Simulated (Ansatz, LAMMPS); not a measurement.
## A frame of liquid ethylene glycol from 300 K (170 atoms): geometry optimisation

How does a frame of liquid ethylene glycol from 300 K (170 atoms) relax, and what do bonds, charges and levels look like afterwards?

Program: Ansatz 0.2.0. Level of theory: Kohn-Sham DFT, revPBE+D4, PAW (set soft_2), plane waves. Results are calculated unless marked as measured.

## (1) Set-up

The cell holds 170 atoms: 34 O, 34 C and 102 H. Its edges and angles: a = 11.643 Å, b = 11.643 Å, c = 11.643 Å, α = 90.0°, β = 90.0°, γ = 90.0°. 17 ethylene glycol placed at random, at 1.11 g/cm³; overlaps pushed apart, then 10 ps at 450 K with MMFF94 bonds, angles, torsions, charges and radii (Halgren, J. Comput. Chem. 17, 490 (1996)) in harmonic and 12-6 forms. Snapshot after 20 ps at 300 K and fixed volume.

Limits known from the start: The network of contacts between molecules at the start is that of the classical potential that made the cell. The density was typed from a rule of thumb and may lie off the real one at this temperature. Sampling is at Γ alone, for a cell whose shortest periodic width is 12 Å.

## (2) The classical run that made the cell

A classical potential supplies the starting structure, since it reaches far longer times than DFT.

This step: classical MD, MMFF94 bonds, angles, torsions, charges and radii (Halgren, J. Comput. Chem. 17, 490 (1996)) in harmonic and 12-6 forms (LAMMPS 22 Jul 2025 - Update 4).

Contents of in.lmp:

```
# liquid ethylene glycol
units real
atom_style full
boundary p p p
bond_style harmonic
angle_style harmonic
dihedral_style opls
improper_style harmonic
special_bonds lj 0 0 0.5 coul 0 0 0.75
read_data data.lmp
neigh_modify delay 0 every 1 check yes one 4000
comm_modify cutoff 12.0
timestep 0.5
thermo_style custom step time temp pe press density
thermo_modify norm yes
# push overlapping molecules apart
pair_style soft 2.6
pair_coeff * * 0.0
variable a equal ramp(1,60)
fix ad all adapt 1 pair soft a * * v_a
velocity all create 450 172737 mom yes dist gaussian
fix lim all nve/limit 0.03
fix lan all langevin 450 450 50 172738 zero yes
thermo 1000
run 3000 post no
unfix ad
pair_style lj/cut/coul/long 9.0
pair_modify mix arithmetic tail yes
pair_coeff 1 1 0.0763 3.0430   # O
pair_coeff 2 2 0.0678 3.3680   # C
pair_coeff 3 3 0.0100 1.2000   # H
pair_coeff 4 4 0.0216 2.5400   # H
kspace_style pppm 1.0e-4
thermo 100
# [... 16 lines left out ...]
compute msd all msd com yes
thermo 5000
fix md all nvt temp 300 300 100
run 20000 post no
print "== T300: mean square displacement over the hold $(c_msd[4]:%.2f) A^2"
unfix md
uncompute msd
write_dump all custom T300.dump id type xs ys zs modify sort id
```

On the command line:

```console
lmp -in in.lmp -log none -nocite
```

Numbers of over 12 decimals in the logs are rounded to 6 here.

Log:

```text
LAMMPS (22 Jul 2025 - Update 4)
Reading data file ...
  orthogonal box = (0 0 0) to (11.64343 11.64343 11.64343)
  170 atoms
  orthogonal box = (0 0 0) to (11.64343 11.64343 11.64343)
  153 bonds
  238 angles
  255 dihedrals
   Step          Time           Temp          PotEng         Press         Density
         0   0              450            0.43344763     673.13093      1.1099999
      1000   500            464.13969      1.8954871      30421.203      1.1099999
      2000   1000           444.30757      1.9871754      59154.562      1.1099999
      3000   1500           425.67149      1.9190894      35682.005      1.1099999
Loop time of 0.261888 s on 1 MPI rank(s) for 3000 steps with 170 atoms
PPPM initialization ...
  G vector (1/distance) = 0.30963518
  grid = 8 8 8
  estimated relative force accuracy = 1.8383733e-05
   Step          Time           Temp          PotEng         Press         Density
[... 14 lines left out ...]
      2000   1000           434.2249       1.3254969     -2097.3958      1.1099999
Loop time of 0.855546 s on 1 MPI rank(s) for 2000 steps with 170 atoms
   Step          Time           Temp          PotEng         Press         Density
      2000   1000           434.2249       1.3254969     -2097.3958      1.1099999
[... 5 lines left out ...]
Loop time of 4.82421 s on 1 MPI rank(s) for 10000 steps with 170 atoms
   Step          Time           Temp          PotEng         Press         Density
[... 4 lines left out ...]
Loop time of 2.32866 s on 1 MPI rank(s) for 5000 steps with 170 atoms
   Step          Time           Temp          PotEng         Press         Density
[... 2 lines left out ...]
     25000   24000          298.64866      0.92100488     3713.5941      1.1099999
     30000   29000          288.45327      0.93078293    -4828.0087      1.1099999
     35000   34000          308.18203      0.9083144     -1747.0305      1.1099999
     37000   36000          263.79863      0.94912779    -1348.6384      1.1099999
Loop time of 8.98313 s on 1 MPI rank(s) for 20000 steps with 170 atoms
== T300: mean square displacement over the hold 5.06 A^2
```

It took 18 s on 1 thread of AMD EPYC 9R45, shared host; peak memory 0.12 GiB.

The input also reads data.lmp (atoms, bonds and types; not printed here).

## (3) Single point at the start

The forces at the start show how far the geometry lies from a minimum of this functional.

Contents of input.yaml:

```yaml
crystal:
  lattice:
    - [11.64343, 0.0, 0.0]
    - [0.0, 11.64343, 0.0]
    - [0.0, 0.0, 11.64343]
  atoms:
    - { symbol: O, position: [0.94408, 0.72445, 0.76853] }
    - { symbol: C, position: [0.98851, 0.611, 0.74699] }
    - { symbol: C, position: [0.93394, 0.53338, 0.65923] }
    - { symbol: O, position: [0.89448, 0.59988, 0.55888] }
    - { symbol: H, position: [0.86173, 0.7132, 0.78174] }
    - { symbol: H, position: [0.00406, 0.56524, 0.83166] }
    - { symbol: H, position: [0.07132, 0.63456, 0.71204] }
    - { symbol: H, position: [0.86013, 0.49885, 0.70266] }
    - { symbol: H, position: [0.98854, 0.46363, 0.63284] }
    - { symbol: H, position: [0.92802, 0.67675, 0.56106] }
    - { symbol: O, position: [0.01312, 0.29769, 0.32456] }
    - { symbol: C, position: [0.90633, 0.33254, 0.37818] }
    - { symbol: C, position: [0.81348, 0.2608, 0.33418] }
    - { symbol: O, position: [0.79992, 0.27992, 0.2173] }
    - { symbol: H, position: [0.99576, 0.29011, 0.24422] }
    - { symbol: H, position: [0.89172, 0.42113, 0.35808] }
    - { symbol: H, position: [0.9202, 0.32335, 0.47096] }
    - { symbol: H, position: [0.73048, 0.2872, 0.36608] }
    - { symbol: H, position: [0.82438, 0.16555, 0.35003] }
    - { symbol: H, position: [0.78516, 0.36326, 0.21338] }
    - { symbol: O, position: [0.23543, 0.0518, 0.96222] }
    - { symbol: C, position: [0.25042, 0.14388, 0.04704] }
    - { symbol: C, position: [0.18352, 0.11142, 0.15826] }
    - { symbol: O, position: [0.22142, 0.00785, 0.21314] }
    - { symbol: H, position: [0.28672, 0.99146, 0.98371] }
    - { symbol: H, position: [0.21904, 0.22955, 0.01015] }
    - { symbol: H, position: [0.34473, 0.16157, 0.06338] }
    - { symbol: H, position: [0.09221, 0.10199, 0.14005] }
    - { symbol: H, position: [0.20083, 0.17146, 0.22871] }
    - { symbol: H, position: [0.28082, 0.03532, 0.26769] }
    - { symbol: O, position: [0.56772, 0.92099, 0.22825] }
    - { symbol: C, position: [0.5956, 0.94805, 0.34489] }
    [... 132 atom lines left out ...]
    - { symbol: H, position: [0.57634, 0.6359, 0.46609] }
    - { symbol: H, position: [0.73204, 0.61762, 0.35697] }
    - { symbol: H, position: [0.64164, 0.73286, 0.30277] }
    - { symbol: H, position: [0.73227, 0.6193, 0.16092] }
    - { symbol: H, position: [0.58089, 0.60485, 0.15286] }
    - { symbol: H, position: [0.57997, 0.42586, 0.20759] }
kpoints:
  mp_grid: { grid: [1, 1, 1] }
hamiltonian:
  xc: revpbe
  dispersion: d4
scf:
  occupations: { method: fixed }
output:
  forces: true
  stress: true
  populations: intrinsic
  dos:
    method: { smearing: { sigma: 0.1 } }
    de: 0.1
    projected: { site_lists: { C: [C], H: [H], O: [O] } }
  eigenvalues: true
```

On the command line:

```console
ansatz run input.yaml --threads 4 --pin off --max-ram 8192MiB --backend cpu --events-out ev --progress --plain --runs-dir out
```

Log:

```text
Engine: ansatz 0.2.0, x86_64-unknown-linux-gnu
Pseudopotentials: kind: paw
Pseudopotential: O, paw, valence charge 6, recommended cutoff 420 eV (normal), O.paw.azcp
Pseudopotential: C, paw, valence charge 4, recommended cutoff 420 eV (normal), C.paw.azcp
Pseudopotential: H, paw, valence charge 1, recommended cutoff 420 eV (normal), H.paw.azcp
[... 5 lines on functional and potentials left out ...]
Crystal: 170 atoms, lattice volume = 1578.494 Å³
Basis set: ecut = 420 eV, 31031 PW (Γ), exchange–correlation on 160×160×160 points (8 copies of the dense FFT grid, shifted against one another)
Bands: 391, of which v1, the nominal top of the filled ones, is band 221 counted from 1 (220 counted from 0)
Symmetry: 1 space group operations
Space group: P1 (ITA 1), of the structure as read, at distance tolerance 1.2e-4 Å
k-points: 1
[... 9 lines on functional and potentials left out ...]
Initial density: superposition of atomic densities (neutral atoms: chi_scale 0, normalization atom), corrected by the library's trained network
Initial wavefunctions: pseudopotential atomic-orbital guess
Functional: x = revpbe(κ = 1.245, μ = 0.219515), c = pbe(β = 0.066725)
SCF iter   1: F=—  HF=-29538.238614 eV  |F-HF|=—  |Δ(HF+E_count)|=         —  Δρ=7.08e-3  dr2=1.00e0  ethr=1.77e-3  ⟨swp⟩=5.0  Hψ=1336  notcnv=0  defer=167
preconditioner: auto → Resta (q_TF=auto, 2.207 Å⁻¹)  ε∞=2.3  [insulator: Δε(μ)=4.829 eV  Ē_g=17.273 eV  n_scr=256 (ndim 8)  ℏωp=19.6 eV  f_vac=0.233  ε∞_Penn≈2.3]
SCF iter   2: F=—  HF=-29538.023791 eV  |F-HF|=—  |Δ(HF+E_count)|=   2.15e-1  Δρ=3.68e-3  dr2=1.85e-1  ethr=2.26e-4  ⟨swp⟩=2.0  Hψ=505  notcnv=0  defer=167
SCF iter   3: F=—  HF=-29538.003757 eV  |F-HF|=—  |Δ(HF+E_count)|=   2.00e-2  Δρ=1.41e-3  dr2=4.45e-2  ethr=4.19e-5  ⟨swp⟩=3.0  Hψ=419  notcnv=0  defer=168
SCF iter   4: F=—  HF=-29538.001935 eV  |F-HF|=—  |Δ(HF+E_count)|=   1.82e-3  Δρ=4.11e-4  dr2=3.24e-3  ethr=1.01e-5  ⟨swp⟩=3.0  Hψ=419  notcnv=0  defer=168
SCF iter   5: F=—  HF=-29538.002296 eV  |F-HF|=—  |Δ(HF+E_count)|=   3.60e-4  Δρ=1.98e-4  dr2=5.52e-4  ethr=7.34e-7  ⟨swp⟩=2.0  Hψ=418  notcnv=0  defer=168
SCF iter   6: F=—  HF=-29538.002169 eV  |F-HF|=—  |Δ(HF+E_count)|=   1.26e-4  Δρ=7.44e-5  dr2=6.87e-5  ethr=1.25e-7  ⟨swp⟩=3.0  Hψ=447  notcnv=0  defer=168
SCF iter   7: F=—  HF=-29538.002805 eV  |F-HF|=—  |Δ(HF+E_count)|=   6.36e-4  Δρ=2.13e-5  dr2=6.62e-6  ethr=1.56e-8  ⟨swp⟩=2.0  Hψ=610  notcnv=0  defer=168
SCF iter   8: F=—  HF=-29538.002804 eV  |F-HF|=—  |Δ(HF+E_count)|=   1.29e-6  Δρ=5.77e-6  dr2=4.67e-7  ethr=1.50e-9  ⟨swp⟩=2.0  Hψ=442  notcnv=0  defer=168
SCF iter   9: F=—  HF=-29538.002804 eV  |F-HF|=—  |Δ(HF+E_count)|=   1.99e-7  Δρ=3.58e-6  dr2=1.60e-7  ethr=2.26e-11  ⟨swp⟩=16.0  Hψ=2992  notcnv=0
SCF iter  10: F=-29538.002804 eV  HF=-29538.002804 eV  |F-HF|=2.13e-9  |Δ(HF+E_count)|=   1.06e-8  Δρ=1.09e-6  dr2=1.53e-8  ethr=2.26e-11  ⟨swp⟩=5.0  Hψ=1372  notcnv=0
SCF 1 converged in 10 iterations: F = -29538.002804 eV  dr2 = 1.53e-8
  greatest PAW one-centre occupation: 0.868 electrons in one spin orbital (limit 2), on the O atom at site 70 (counted from 0), in its partial waves of l = 0
SCF converged after 10 iterations
Free energy (F): -29538.002804 eV
Harris-Foulkes:  -29538.002804 eV  (|F-HF|=2.13e-9)
Internal energy: -29538.002804 eV  (E = F + TS)
E sigma→0 (E₀):  -29538.002804 eV
Fermi energy:    -0.191121 eV
--- Per-component energies (eV) ---
  E_band       = -3554.338140
  E_kinetic    = 10542.070099
  E_local      = -34294.311155  (includes V_loc(G=0)·N_el)
  E_nonlocal   = 2697.431600
  E_hartree    = 12712.128659
  E_xc         = -5082.993114
  E_vxc        = -6416.122446  (∫ρ·V_xc dr)
  E_paw        = -8884.921905  (= ΣΔE_a)
  E_vpaw       = -1507.611381  (= ΣTr[D̂ρ^β])
  E_aug_tail   = -0.053927  (compensation charges beyond the density's cutoff)
  E_ewald      = -7209.142986
  E_disp       = -17.287279  (pairwise vdW)
  E_core_change = -0.922796  (= ΣΔE_core)
  E_smearing   = -0.000000  (= −TS)
  E_closure    = 0.000000  (closes the sum)
  Σ components = -29538.002804   (vs F -29538.002804, Δ=0.00e0)
--- Forces (eV/Å), atoms counted from 1 ---
  atom   1  O     -1.18926902    -1.16787752    -0.73646742
  atom   2  C      2.34200068     0.38693695     0.97477753
  atom   3  C     -1.56854073     1.89320125    -0.03372021
  atom   4  O      0.00957188    -0.44394427     0.32145862
  atom   5  H      0.10957415    -0.04008873     0.24078849
  atom   6  H     -0.29633429     0.21098037    -0.92671428
  atom   7  H      0.92111579    -0.15871371     0.04605988
  atom   8  H     -0.82024740    -0.50976442    -0.25577835
  atom   9  H      0.68945532    -0.36174490    -0.15161207
  atom  10  H      0.10820000    -0.31872606     0.25056557
  atom  11  O      0.45470896     0.12343940     1.00998151
  atom  12  C      1.89886414    -0.59050901     0.87341598
  atom  13  C     -1.72089282    -1.53850240     0.36962626
  atom  14  O      0.69722171     0.09657807    -2.08851940
[...]
atom 169  H     -0.15757618    -0.25048850    -0.22739399
  atom 170  H     -0.05643360    -0.05445114     0.36898260
  max |Σ_I F_I| component: 4.77e-5 eV/Å
--- Stress (GPa, compression-positive) ---
        4.216214      -0.705906       0.295608
       -0.705906       2.384079       0.616524
        0.295608       0.616524       1.751825
  P = ⅓ Tr σ = 2.7840 GPa (27.840 kbar)
--- Band table (eV) ---
  k-point 0: bands = ["-21.4805", "-21.4581", "-21.3739", "-21.3417", [... 375 levels ...], "12.1726", "12.1778", "12.2181", "12.2513", "12.3149", "12.3267", "12.3588", "12.4122", "12.4351", "12.4708", "12.5472", "12.5785"]
--- intrinsic populations: 170 sites ---
  site symbol       q [e]
     0      O      6.5618
     1      C      4.1326
     2      C      4.1466
[...]
169      H      0.6227
  spilling = -0.000000 (of n_electrons = 442.000000)
```

Run time: 13 s. Hardware: 4 threads of AMD EPYC 9R45, shared host; peak memory 2.1 GiB; 47 s of CPU time.

The column dr2 measures how far the density is from self-consistency, as an energy; F and HF (Harris–Foulkes) agree once it is small.

The run gave:

| Item | Value |
| --- | --- |
| free energy | -29538.0028 eV |
| free energy per atom | -173.7530 eV/atom |
| SCF cycles | 10 |
| pressure | 2.784 GPa |
| r.m.s. force component | 0.8825 eV/Å |
| longest force | 5.524 eV/Å |
| Fermi energy | -0.1911 eV |
| gap (highest filled to lowest empty level) | 4.546 eV |

The r.m.s. force component of 0.88 eV/Å and the pressure of 2.8 GPa set the starting point.

Length of the force by element:

```
element  coordination  atoms  mean length of the force (eV/Å)  spread  least  most
      C           all     34                             1.92    1.06  0.274  5.52
      H           all    102                             1.03   0.629  0.114  4.27
      O           all     34                             1.42   0.709  0.403  3.04
```

[end of part 1 of 3]

[Logs are printed without paths, hosts, clocks, repeated set-up lines and the standing remarks that a program may print on its own settings, such as how far it seeks lower states.]

[Hosts, paths, dates, database ids (printed as entryN), source tags and the programs' standing remarks are cut or masked in the printed files.]

[The MMFF94 radii named for the starting cell were scaled by 0.96; in molecules described by MMFF94, hydrogen bound to N, O or S took a small fixed 12-6 site in their place.]
